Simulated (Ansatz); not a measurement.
# CaAl2Pb2: relaxing a made-up structure

This structure for CaAl2Pb2 is made up. Its elements were placed in a known structure type with a cell scaled to their sizes. What cell does the guess relax to, and how far off was it?

Method: DFT, PBE, plane-wave PAW, files of the set soft_1, scalar-relativistic, no spin, cell and ions relaxed at zero pressure; PAW set soft_1, in the first sound run; inputs show where later runs differ, in Ansatz 0.2.0.

### 1. Set-up

The structure is trigonal, space group P-3m1 (No. 164). Conventional cell: a = 4.533 Å, b = 4.533 Å, c = 7.815 Å, α = 90.00°, β = 90.00°, γ = 120.00°. Nearest to Pb lie 4 Al at 2.74 to 2.83 Å and 3 Ca at 3.34 Å. Ca has 6 Pb at 3.34 Å nearest. Nearest to Al lie 4 Pb at 2.74 to 2.83 Å. Farther neighbours are not listed.

### 2. Relaxation of the guess

The guessed cell has no reason to be at equilibrium. It is relaxed with the atoms, within the space group of the guess.

Input file input.yaml:

```yaml
crystal:
  lattice:
    - [4.533, 0.0, 0.0]
    - [-2.2665, 3.925693155, 0.0]
    - [0.0, 0.0, 7.815]
  atoms:
    - { symbol: Pb, position: [0.666666667, 0.333333333, 0.7336] }
    - { symbol: Pb, position: [0.333333333, 0.666666667, 0.2664] }
    - { symbol: Ca, position: [0.0, 0.0, 0.0] }
    - { symbol: Al, position: [0.666666667, 0.333333333, 0.3713] }
    - { symbol: Al, position: [0.333333333, 0.666666667, 0.6287] }
kpoints:
  mp_grid: { grid: [7, 7, 4] }
scf:
  occupations: { method: fermi_dirac, width: 0.05 }
hamiltonian:
  xc: pbe
  pseudopotentials: { kind: paw, azcp: { folder: soft_1 } }
relax:
  f_tol: 0.015
  max_steps: 70
  cell: {}
output:
  forces: true
  stress: true
```

Started as:

```bash
$ ansatz run input.yaml --threads 4 --pin off --max-ram 8192MiB --backend cpu --events-out ev --progress --plain --runs-dir out
```

Numbers of over 12 decimals in the logs are rounded to 6 here.

Output:

```text
Engine: ansatz 0.2.0, aarch64-unknown-linux-gnu
Pseudopotentials: kind: paw
Pseudopotential: Pb, paw, valence charge 14, recommended cutoff 420 eV (normal), soft_1/Pb.paw.azcp
Pseudopotential: Ca, paw, valence charge 10, recommended cutoff 420 eV (normal), soft_1/Ca.paw.azcp
Pseudopotential: Al, paw, valence charge 3, recommended cutoff 420 eV (normal), soft_1/Al.paw.azcp
Functional definition: PBE
  parameter kappa = 0.804
  parameter beta = 0.066725
  exchange = pbe_x(kappa = kappa, mu = beta*pi^2/3)
  correlation = pbe_c(beta = beta)
Crystal: 5 atoms, lattice volume = 139.069 Å³
Basis set: ecut = 420 eV, 2661 PW (Γ), exchange–correlation on 64×64×108 points (8 copies of the dense FFT grid, shifted against one another)
Bands: 27, of which v1, the nominal top of the filled ones, is band 22 counted from 1 (21 counted from 0)
Symmetry: 12 space group operations
Space group: P-3m1 (ITA 164), of the structure as read, at distance tolerance 5.2e-5 Å
k-points: 28 of 196
Non-local potential: Pb, projectors of the file, l = 0: 2, l = 1: 2, l = 2: 2, l = 3: 1
Non-local potential: Ca, projectors of the file, l = 0: 3, l = 1: 2, l = 2: 2
Non-local potential: Al, projectors of the file, l = 0: 2, l = 1: 2, l = 2: 1
PAW form: soft (Blöchl's): semilocal exchange-correlation on the pseudo side does not see the compensation charge
PAW one-centre angular grid: Pb, 590 points (default); XC on 64 Gauss nodes
PAW one-centre angular grid: Ca, 110 points (default); XC on 64 Gauss nodes
PAW one-centre angular grid: Al, 110 points (default); XC on 64 Gauss nodes
Initial density: superposition of atomic densities (chi_scale 0.1, normalization cell, long waves kept (reshape's long-wave potential 0.14 eV rms))
Initial wavefunctions: pseudopotential atomic-orbital guess
Functional: x = pbe(κ = 0.804, μ = 0.219515), c = pbe(β = 0.066725)
SCF iter   1: F=—  HF=-26712.287591 eV  |F-HF|=—  |Δ(HF+E_count)|=         —  Δρ=6.00e-2  dr2=1.98e1  ethr=3.10e-3  ⟨swp⟩=11.0  Hψ=4836  notcnv=0
preconditioner: auto → Kerker (q_TF=auto, 2.252 Å⁻¹)  [metal: Δε(μ)=0.065 eV  Ē_g=10.831 eV  σ=0.050 eV  W_gap=0.31  n_scr=22 (ndim 8)  ℏωp=18.9 eV  f_vac=0.000  D(μ)=2.08/eV (n_scr^D=10)]
SCF iter   2: F=—  HF=-26709.801027 eV  |F-HF|=—  |Δ(HF+E_count)|=    2.49e0  Δρ=1.86e-2  dr2=1.52e0  ethr=3.10e-3  ⟨swp⟩=4.7  Hψ=1947  notcnv=0
SCF iter   3: F=—  HF=-26709.632871 eV  |F-HF|=—  |Δ(HF+E_count)|=   1.68e-1  Δρ=1.02e-2  dr2=5.02e-1  ethr=3.10e-3  ⟨swp⟩=3.1  Hψ=1024  notcnv=0
SCF iter   4: F=—  HF=-26709.567190 eV  |F-HF|=—  |Δ(HF+E_count)|=   6.57e-2  Δρ=2.09e-3  dr2=3.00e-2  ethr=1.14e-3  ⟨swp⟩=3.6  Hψ=1207  notcnv=0
SCF iter   5: F=—  HF=-26709.565293 eV  |F-HF|=—  |Δ(HF+E_count)|=   1.90e-3  Δρ=1.20e-3  dr2=7.47e-3  ethr=6.83e-5  ⟨swp⟩=1.7  Hψ=878  notcnv=0
SCF iter   6: F=—  HF=-26709.565741 eV  |F-HF|=—  |Δ(HF+E_count)|=   4.48e-4  Δρ=3.85e-4  dr2=4.49e-4  ethr=1.70e-5  ⟨swp⟩=2.0  Hψ=928  notcnv=0
SCF iter   7: F=—  HF=-26709.565971 eV  |F-HF|=—  |Δ(HF+E_count)|=   2.30e-4  Δρ=1.07e-4  dr2=1.97e-5  ethr=1.02e-6  ⟨swp⟩=3.0  Hψ=1410  notcnv=0
SCF iter   8: F=—  HF=-26709.565976 eV  |F-HF|=—  |Δ(HF+E_count)|=   4.84e-6  Δρ=1.82e-5  dr2=7.56e-7  ethr=4.48e-8  ⟨swp⟩=3.0  Hψ=1301  notcnv=0
SCF iter   9: F=—  HF=-26709.565977 eV  |F-HF|=—  |Δ(HF+E_count)|=   1.14e-6  Δρ=6.83e-6  dr2=1.43e-7  ethr=2.27e-10  ⟨swp⟩=5.1  Hψ=2798  notcnv=0
SCF iter  10: F=-26709.565977 eV  HF=-26709.565977 eV  |F-HF|=6.29e-10  |Δ(HF+E_count)|=   7.87e-8  Δρ=1.46e-6  dr2=5.55e-9  ethr=2.27e-10  ⟨swp⟩=4.7  Hψ=2369  notcnv=0
SCF 1 converged in 10 iterations: F = -26709.565977 eV  dr2 = 5.55e-9
  greatest PAW one-centre occupation: 0.995 electrons in one spin orbital (limit 2), on the Ca atom at site 2 (counted from 0), in its partial waves of l = 0
relax step   1: F+E_penalty+E_count = -26709.56597678 eV  Δ(F+E_penalty+E_count) = +0.000e0 eV  max|allowed force component| = 8.772e-1 eV/Å  Δτ_max = 0.0000 Å  P = +1.840 GPa  Ω = 139.069 Å³  (10 SCF iters, dr2 threshold 1.00e-7 eV, accepted)
Crystal: 5 atoms, lattice volume = 143.438 Å³
Basis set: ecut = 420 eV, 2793 PW (Γ), exchange–correlation on 64×64×108 points (8 copies of the dense FFT grid, shifted against one another)
Initial density: handed on by an earlier stage of this run
Initial wavefunctions: those handed on with the density
iter 1 solved again at ethr=2.90e-4 eV; its pass at ethr=3.10e-3 eV (dr2=1.28e-1 eV) is discarded
SCF iter   1: F=—  HF=-26709.731889 eV  |F-HF|=—  |Δ(HF+E_count)|=         —  Δρ=9.42e-3  dr2=1.29e-1  ethr=2.90e-4  ⟨swp⟩=1.1  Hψ=5012  notcnv=0
preconditioner: auto → Kerker (q_TF=auto, 2.241 Å⁻¹)  [metal: Δε(μ)=0.075 eV  Ē_g=12.924 eV  σ=0.050 eV  W_gap=0.35  n_scr=22 (ndim 8)  ℏωp=18.6 eV  f_vac=0.009  D(μ)=1.22/eV (n_scr^D=2)]
SCF iter   2: F=—  HF=-26709.715255 eV  |F-HF|=—  |Δ(HF+E_count)|=   1.66e-2  Δρ=5.39e-3  dr2=4.91e-2  ethr=2.90e-4  ⟨swp⟩=1.0  Hψ=759  notcnv=0
SCF iter   3: F=—  HF=-26709.706288 eV  |F-HF|=—  |Δ(HF+E_count)|=   8.97e-3  Δρ=6.06e-4  dr2=1.14e-3  ethr=1.12e-4  ⟨swp⟩=2.0  Hψ=1104  notcnv=0
SCF iter   4: F=—  HF=-26709.706672 eV  |F-HF|=—  |Δ(HF+E_count)|=   3.85e-4  Δρ=2.81e-4  dr2=3.99e-4  ethr=2.59e-6  ⟨swp⟩=2.3  Hψ=1187  notcnv=0
SCF iter   5: F=—  HF=-26709.706767 eV  |F-HF|=—  |Δ(HF+E_count)|=   9.46e-5  Δρ=1.35e-4  dr2=7.07e-5  ethr=9.07e-7  ⟨swp⟩=2.0  Hψ=954  notcnv=0
SCF iter   6: F=—  HF=-26709.706798 eV  |F-HF|=—  |Δ(HF+E_count)|=   3.13e-5  Δρ=4.44e-5  dr2=4.61e-6  ethr=1.61e-7  ⟨swp⟩=2.8  Hψ=1282  notcnv=0
SCF iter   7: F=-26709.706804 eV  HF=-26709.706804 eV  |F-HF|=2.04e-7  |Δ(HF+E_count)|=   5.48e-6  Δρ=1.08e-5  dr2=3.19e-7  ethr=1.14e-9  ⟨swp⟩=3.0  Hψ=2979  notcnv=0
SCF 2 converged in 7 iterations: F = -26709.706804 eV  dr2 = 3.19e-7
relax step   2: F+E_penalty+E_count = -26709.70680393 eV  Δ(F+E_penalty+E_count) = -1.408e-1 eV  max|allowed force component| = 2.518e-1 eV/Å  Δτ_max = 0.1952 Å  P = -0.778 GPa  Ω = 143.438 Å³  energy of the carried Pulay correction = -5.200e-4 eV  (7 SCF iters, dr2 threshold 5.00e-7 eV, accepted)
Crystal: 5 atoms, lattice volume = 141.696 Å³
Basis set: ecut = 420 eV, 2779 PW (Γ), exchange–correlation on 64×64×108 points (8 copies of the dense FFT grid, shifted against one another)
iter 1 solved again at ethr=1.17e-5 eV; its pass at ethr=3.10e-3 eV (dr2=5.15e-3 eV) is discarded
SCF iter   1: F=—  HF=-26709.737790 eV  |F-HF|=—  |Δ(HF+E_count)|=         —  Δρ=1.51e-3  dr2=5.07e-3  ethr=1.17e-5  ⟨swp⟩=1.8  Hψ=4654  notcnv=0
preconditioner: auto → Kerker (q_TF=auto, 2.245 Å⁻¹)  [metal: Δε(μ)=0.083 eV  Ē_g=12.982 eV  σ=0.050 eV  W_gap=0.38  n_scr=22 (ndim 8)  ℏωp=18.7 eV  f_vac=0.004  D(μ)=1.23/eV (n_scr^D=2)]
SCF iter   2: F=—  HF=-26709.737113 eV  |F-HF|=—  |Δ(HF+E_count)|=   6.78e-4  Δρ=9.05e-4  dr2=2.13e-3  ethr=1.15e-5  ⟨swp⟩=1.2  Hψ=763  notcnv=0
SCF iter   3: F=—  HF=-26709.736654 eV  |F-HF|=—  |Δ(HF+E_count)|=   4.58e-4  Δρ=1.40e-4  dr2=9.90e-5  ethr=4.84e-6  ⟨swp⟩=2.0  Hψ=888  notcnv=0
SCF iter   4: F=—  HF=-26709.736621 eV  |F-HF|=—  |Δ(HF+E_count)|=   3.33e-5  Δρ=8.30e-5  dr2=2.96e-5  ethr=2.25e-7  ⟨swp⟩=2.1  Hψ=1013  notcnv=0
SCF iter   5: F=—  HF=-26709.736622 eV  |F-HF|=—  |Δ(HF+E_count)|=   9.13e-7  Δρ=2.75e-5  dr2=3.01e-6  ethr=6.73e-8  ⟨swp⟩=2.0  Hψ=910  notcnv=0
SCF iter   6: F=-26709.736624 eV  HF=-26709.736623 eV  |F-HF|=2.36e-7  |Δ(HF+E_count)|=   1.38e-6  Δρ=1.15e-5  dr2=3.40e-7  ethr=1.14e-9  ⟨swp⟩=5.0  Hψ=2843  notcnv=0
SCF 3 converged in 6 iterations: F = -26709.736624 eV  dr2 = 3.40e-7
relax step   3: F+E_penalty+E_count = -26709.73662371 eV  Δ(F+E_penalty+E_count) = -2.982e-2 eV  max|allowed force component| = 1.006e-1 eV/Å  Δτ_max = 0.0241 Å  P = -0.282 GPa  Ω = 141.696 Å³  energy of the carried Pulay correction = -3.146e-4 eV  (6 SCF iters, dr2 threshold 5.00e-7 eV, accepted)
Crystal: 5 atoms, lattice volume = 140.334 Å³
Basis set: ecut = 420 eV, 2767 PW (Γ), exchange–correlation on 64×64×108 points (8 copies of the dense FFT grid, shifted against one another)
iter 1 solved again at ethr=2.32e-6 eV; its pass at ethr=3.10e-3 eV (dr2=1.02e-3 eV) is discarded
SCF iter   1: F=—  HF=-26709.741272 eV  |F-HF|=—  |Δ(HF+E_count)|=         —  Δρ=6.92e-4  dr2=1.13e-3  ethr=2.32e-6  ⟨swp⟩=2.1  Hψ=4565  notcnv=0
preconditioner: auto → Kerker (q_TF=auto, 2.249 Å⁻¹)  [metal: Δε(μ)=0.078 eV  Ē_g=13.007 eV  σ=0.050 eV  W_gap=0.35  n_scr=22 (ndim 8)  ℏωp=18.8 eV  f_vac=0.003  D(μ)=1.13/eV (n_scr^D=2)]
SCF iter   2: F=—  HF=-26709.741073 eV  |F-HF|=—  |Δ(HF+E_count)|=   1.99e-4  Δρ=4.36e-4  dr2=4.35e-4  ethr=2.32e-6  ⟨swp⟩=1.4  Hψ=777  notcnv=0
SCF iter   3: F=—  HF=-26709.740968 eV  |F-HF|=—  |Δ(HF+E_count)|=   1.05e-4  Δρ=6.80e-5  dr2=1.03e-5  ethr=9.89e-7  ⟨swp⟩=2.0  Hψ=970  notcnv=0
SCF iter   4: F=—  HF=-26709.740970 eV  |F-HF|=—  |Δ(HF+E_count)|=   2.19e-6  Δρ=2.63e-5  dr2=1.87e-6  ethr=2.34e-8  ⟨swp⟩=2.3  Hψ=1178  notcnv=0
SCF iter   5: F=-26709.740971 eV  HF=-26709.740971 eV  |F-HF|=1.21e-7  |Δ(HF+E_count)|=   6.37e-7  Δρ=8.72e-6  dr2=2.34e-7  ethr=1.14e-9  ⟨swp⟩=4.7  Hψ=2564  notcnv=0
SCF 4 converged in 5 iterations: F = -26709.740971 eV  dr2 = 2.34e-7
relax step   4: F+E_penalty+E_count = -26709.74097083 eV  Δ(F+E_penalty+E_count) = -4.347e-3 eV  max|allowed force component| = 2.332e-2 eV/Å  Δτ_max = 0.0283 Å  P = +0.081 GPa  Ω = 140.334 Å³  energy of the carried Pulay correction = -1.522e-4 eV  (5 SCF iters, dr2 threshold 5.00e-7 eV, accepted)
Crystal: 5 atoms, lattice volume = 140.446 Å³
iter 1 solved again at ethr=1.11e-6 eV; its pass at ethr=3.10e-3 eV (dr2=4.88e-4 eV) is discarded
SCF iter   1: F=—  HF=-26709.741451 eV  |F-HF|=—  |Δ(HF+E_count)|=         —  Δρ=2.78e-4  dr2=4.70e-4  ethr=1.11e-6  ⟨swp⟩=2.2  Hψ=4314  notcnv=0
preconditioner: auto → Kerker (q_TF=auto, 2.248 Å⁻¹)  [metal: Δε(μ)=0.077 eV  Ē_g=13.009 eV  σ=0.050 eV  W_gap=0.34  n_scr=22 (ndim 8)  ℏωp=18.8 eV  f_vac=0.004  D(μ)=1.12/eV (n_scr^D=2)]
SCF iter   2: F=—  HF=-26709.741408 eV  |F-HF|=—  |Δ(HF+E_count)|=   4.30e-5  Δρ=1.74e-4  dr2=1.88e-4  ethr=1.07e-6  ⟨swp⟩=1.0  Hψ=758  notcnv=0
SCF iter   3: F=—  HF=-26709.741377 eV  |F-HF|=—  |Δ(HF+E_count)|=   3.10e-5  Δρ=3.60e-5  dr2=1.09e-5  ethr=4.28e-7  ⟨swp⟩=2.0  Hψ=876  notcnv=0
SCF iter   4: F=—  HF=-26709.741378 eV  |F-HF|=—  |Δ(HF+E_count)|=   1.39e-6  Δρ=1.75e-5  dr2=1.63e-6  ethr=2.48e-8  ⟨swp⟩=2.0  Hψ=887  notcnv=0
SCF iter   5: F=—  HF=-26709.741378 eV  |F-HF|=—  |Δ(HF+E_count)|=   2.18e-7  Δρ=8.30e-6  dr2=1.76e-7  ethr=3.71e-9  ⟨swp⟩=2.9  Hψ=1370  notcnv=0
SCF iter   6: F=-26709.741378 eV  HF=-26709.741378 eV  |F-HF|=1.12e-8  |Δ(HF+E_count)|=   9.76e-9  Δρ=2.75e-6  dr2=1.95e-8  ethr=2.03e-10  ⟨swp⟩=4.4  Hψ=2612  notcnv=0
SCF 5 converged in 6 iterations: F = -26709.741378 eV  dr2 = 1.95e-8
relax step   5: F+E_penalty+E_count = -26709.74137791 eV  Δ(F+E_penalty+E_count) = -4.071e-4 eV  max|allowed force component| = 6.579e-3 eV/Å  Δτ_max = 0.0082 Å  P = +0.036 GPa  Ω = 140.446 Å³  energy of the carried Pulay correction = -1.657e-4 eV  (6 SCF iters, dr2 threshold 8.92e-8 eV, accepted)
Crystal: 5 atoms, lattice volume = 140.599 Å³
iter 1 solved again at ethr=3.79e-7 eV; its pass at ethr=3.10e-3 eV (dr2=1.67e-4 eV) is discarded
SCF iter   1: F=—  HF=-26709.741446 eV  |F-HF|=—  |Δ(HF+E_count)|=         —  Δρ=1.55e-4  dr2=1.56e-4  ethr=3.79e-7  ⟨swp⟩=2.0  Hψ=4250  notcnv=0
preconditioner: auto → Kerker (q_TF=auto, 2.248 Å⁻¹)  [metal: Δε(μ)=0.096 eV  Ē_g=13.004 eV  σ=0.050 eV  W_gap=0.42  n_scr=22 (ndim 8)  ℏωp=18.8 eV  f_vac=0.004  D(μ)=1.10/eV (n_scr^D=2)]
SCF iter   2: F=—  HF=-26709.741429 eV  |F-HF|=—  |Δ(HF+E_count)|=   1.62e-5  Δρ=9.50e-5  dr2=6.37e-5  ethr=3.55e-7  ⟨swp⟩=1.3  Hψ=767  notcnv=0
SCF iter   3: F=—  HF=-26709.741422 eV  |F-HF|=—  |Δ(HF+E_count)|=   7.50e-6  Δρ=2.36e-5  dr2=4.99e-6  ethr=1.45e-7  ⟨swp⟩=2.0  Hψ=864  notcnv=0
SCF iter   4: F=—  HF=-26709.741423 eV  |F-HF|=—  |Δ(HF+E_count)|=   1.52e-6  Δρ=1.09e-5  dr2=5.65e-7  ethr=1.13e-8  ⟨swp⟩=2.0  Hψ=864  notcnv=0
SCF iter   5: F=—  HF=-26709.741423 eV  |F-HF|=—  |Δ(HF+E_count)|=   3.89e-8  Δρ=5.06e-6  dr2=6.56e-8  ethr=1.28e-9  ⟨swp⟩=3.0  Hψ=1338  notcnv=0
SCF iter   6: F=-26709.741423 eV  HF=-26709.741423 eV  |F-HF|=4.89e-9  |Δ(HF+E_count)|=   4.23e-9  Δρ=1.58e-6  dr2=6.94e-9  ethr=1.69e-11  ⟨swp⟩=3.0  Hψ=3252  notcnv=0
SCF 6 converged in 6 iterations: F = -26709.741423 eV  dr2 = 6.94e-9
relax step   6: F+E_penalty+E_count = -26709.74142342 eV  Δ(F+E_penalty+E_count) = -4.551e-5 eV  max|allowed force component| = 1.487e-3 eV/Å  Δτ_max = 0.0046 Å  P = -0.002 GPa  Ω = 140.599 Å³  energy of the carried Pulay correction = -1.839e-4 eV  (6 SCF iters, dr2 threshold 7.43e-9 eV, accepted)
Initial wavefunctions: pseudopotential atomic-orbital guess (no wavefunctions were taken with the density)
iter 1 solved again at ethr=2.82e-7 eV; its pass at ethr=3.10e-3 eV (dr2=1.24e-4 eV) is discarded
SCF iter   1: F=—  HF=-26709.741636 eV  |F-HF|=—  |Δ(HF+E_count)|=         —  Δρ=3.37e-5  dr2=1.86e-7  ethr=2.82e-7  ⟨swp⟩=3.1  Hψ=6548  notcnv=0
preconditioner: auto → Kerker (q_TF=auto, 2.248 Å⁻¹)  [metal: Δε(μ)=0.096 eV  Ē_g=13.001 eV  σ=0.050 eV  W_gap=0.42  n_scr=22 (ndim 8)  ℏωp=18.8 eV  f_vac=0.004  D(μ)=1.11/eV (n_scr^D=2)]
SCF iter   2: F=—  HF=-26709.741647 eV  |F-HF|=—  |Δ(HF+E_count)|=   1.05e-5  Δρ=1.77e-5  dr2=5.13e-8  ethr=4.23e-10  ⟨swp⟩=2.6  Hψ=1387  notcnv=0
SCF iter   3: F=—  HF=-26709.741649 eV  |F-HF|=—  |Δ(HF+E_count)|=   1.80e-6  Δρ=1.75e-6  dr2=2.74e-9  ethr=1.17e-10  ⟨swp⟩=2.0  Hψ=1147  notcnv=0
SCF iter   4: F=—  HF=-26709.741649 eV  |F-HF|=—  |Δ(HF+E_count)|=   8.84e-9  Δρ=4.59e-7  dr2=1.12e-9  ethr=6.24e-12  ⟨swp⟩=2.2  Hψ=1011  notcnv=0
SCF iter   5: F=—  HF=-26709.741649 eV  |F-HF|=—  |Δ(HF+E_count)|=  7.68e-10  Δρ=1.43e-7  dr2=5.02e-11  ethr=2.54e-12  ⟨swp⟩=2.0  Hψ=978  notcnv=0
SCF iter   6: F=-26709.741649 eV  HF=-26709.741649 eV  |F-HF|=7.28e-12  |Δ(HF+E_count)|=  5.82e-11  Δρ=2.90e-8  dr2=2.65e-12  ethr=1.00e-12  ⟨swp⟩=4.1  Hψ=2353  notcnv=0
SCF 7 converged in 6 iterations: F = -26709.741649 eV  dr2 = 2.65e-12
relax step   7: F+E_penalty+E_count = -26709.74164865 eV  Δ(F+E_penalty+E_count) = -2.252e-4 eV  max|allowed force component| = 1.487e-3 eV/Å  Δτ_max = 0.0000 Å  P = -0.001 GPa  Ω = 140.599 Å³  stress off target by 2.32e-3 GPa  SCF on the basis re-selected at this cell (its energy is not comparable with the rows above)  (6 SCF iters)
basis re-selected at this cell: Δ(F+E_penalty+E_count) = -2.252e-4 eV, ΔP = +0.001 GPa vs the last step (what re-selecting the basis moved, of the pressure what is left beyond the Pulay correction that the steps carried, after the strain that the cell walked since its last selection, with what the two solves' SCF thresholds leave and, on support functions, any second-order correction that the steps lacked; it is no m [...]
SCF converged after 6 iterations
Free energy (F): -26709.741649 eV
Harris-Foulkes:  -26709.741649 eV  (|F-HF|=7.28e-12)
Internal energy: -26709.732400 eV  (E = F + TS)
E sigma→0 (E₀):  -26709.737024 eV
Entropy (-TS):   -0.009249 eV (-1.850 meV/atom)
Fermi energy:    7.965197 eV
--- Per-component energies (eV) ---
  E_band       = -275.767209
  E_kinetic    = 887.188305
  E_local      = -3409.875096  (includes V_loc(G=0)·N_el)
  E_nonlocal   = 721.240718
  E_hartree    = 1323.291909
  E_xc         = -610.551261
  E_vxc        = -488.336059  (∫ρ·V_xc dr)
  E_paw        = -22598.714418  (= ΣΔE_a)
  E_vpaw       = -632.568880  (= ΣTr[D̂ρ^β])
  E_aug_tail   = -0.000023  (compensation charges beyond the density's cutoff)
  E_ewald      = -3022.312533
  E_smearing   = -0.009249  (= −TS)
  E_closure    = 0.000000  (closes the sum)
  Σ components = -26709.741649   (vs F -26709.741649, Δ=0.00e0)
--- Forces (eV/Å), atoms counted from 1 ---
  atom   1  Pb    -0.00000000     0.00000000    -0.00148711
  atom   2  Pb    -0.00000000    -0.00000000     0.00148711
  atom   3  Ca    -0.00000000    -0.00000000     0.00000000
  atom   4  Al     0.00000000     0.00000000    -0.00039731
  atom   5  Al    -0.00000000    -0.00000000     0.00039731
  max |Σ_I F_I| component: 1.39e-17 eV/Å
--- Stress (GPa, compression-positive) ---
       -0.002320       0.000000      -0.000000
        0.000000      -0.002320      -0.000000
       -0.000000      -0.000000       0.001487
  P = ⅓ Tr σ = -0.0011 GPa (-0.011 kbar)
--- Relaxed structure (6 steps of the walk, 6 accepted, 1 SCFs on fresh bases) ---
  F+E_penalty+E_count = -26709.74164865 eV   max|allowed force component| = 1.487e-3 eV/Å   (the final SCF, on the basis selected at the relaxed cell)
  cell:  # Å, volume = 140.5989 Å³
    - [4.600571, 0.0, 0.0]
    - [-2.300286, 3.984212, 0]
    - [0.0, 0, 7.670573]
  atoms:
    - { symbol: Pb, position: [0.666667, 0.333333, 0.756423] }
    - { symbol: Pb, position: [0.333333, 0.666667, 0.243577] }
    - { symbol: Ca, position: [0, 0, 0] }
    - { symbol: Al, position: [0.666667, 0.333333, 0.379032] }
    - { symbol: Al, position: [0.333333, 0.666667, 0.620968] }
```

Run time: 10 s. Hardware: 4 threads of Arm Neoverse V2, shared host; peak memory 0.47 GiB; 36 s of CPU time.

Step by step:

```
step  energy less that of the first step (eV)  largest force component (eV/Å)  pressure (GPa)  volume (Å³)
   1                                   0.0000                          0.8772            1.84       139.07
   2                                  -0.1408                          0.2518           -0.78       143.44
   3                                  -0.1706                          0.1006           -0.28       141.70
   4                                  -0.1750                          0.0233            0.08       140.33
   5                                  -0.1754                          0.0066            0.04       140.45
   6                                  -0.1754                          0.0015            0.00       140.60
  7*                                  -0.1757                          0.0015            0.00       140.60
```

Relaxation steps marked * repeat the geometry before them on a plane-wave basis chosen anew for their cell, so energy and pressure can jump there.

The run keeps the 12 symmetry operations that it works with, so distortions that break them were not tested.

```
conventional cell, symmetrised  before  after  change
                         a (Å)   4.533  4.601  +1.5 %
                         b (Å)   4.533  4.601  +1.5 %
                         c (Å)   7.815  7.671  -1.8 %
              volume (Å³/atom)   27.81  28.12  +1.1 %
```

The atoms that moved most (Å, as changes of fractional coordinates times the final cell):

```
atom     dx     dy      dz  length
 Pb2  0.000  0.000  -0.175   0.175
 Pb1  0.000  0.000   0.175   0.175
 Al5  0.000  0.000  -0.059   0.059
 Al4  0.000  0.000   0.059   0.059
```

Final coordinates:

```xyz
5
Lattice="4.6006 0.0000 0.0000 -2.3003 3.9842 0.0000 0.0000 0.0000 7.6706" Properties=species:S:1:pos:R:3 pbc="T T T"
Pb    2.3003    1.3281    5.8022
Pb    0.0000    2.6561    1.8684
Ca    0.0000    0.0000    0.0000
Al    2.3003    1.3281    2.9074
Al    0.0000    2.6561    4.7632
```

Numbers from this step:

| Property | Result |
| --- | --- |
| free energy | -26709.7416 eV |
| energy at zero smearing | -26709.7370 eV |
| smearing term TS | 0.009249 eV |
| Fermi energy | 7.965 eV |
| electrons | 44 |
| symmetry operations | 12 |
| pressure | -0.001051 GPa |

The shortest distance of each pair, which need not be the same contact before and after:

```
 pair  guess (Å)  relaxed (Å)
Al–Pb      2.743        2.852
Al–Al      3.301        3.240
Ca–Pb      3.344        3.247
Al–Ca      3.908        3.938
Pb–Pb      4.492        4.585
```

The relaxation ends with a largest force component of 0.0015 eV/Å and a pressure of 0.00 GPa.

(Continued in part 2 of 2.)

[Logs are printed without paths, hosts, clocks, repeated set-up lines and the standing remarks that a program may print on its own settings, such as how far it seeks lower states.]

[Hosts, paths, dates, database ids (printed as entryN), source tags and the programs' standing remarks are cut or masked in the printed files.]
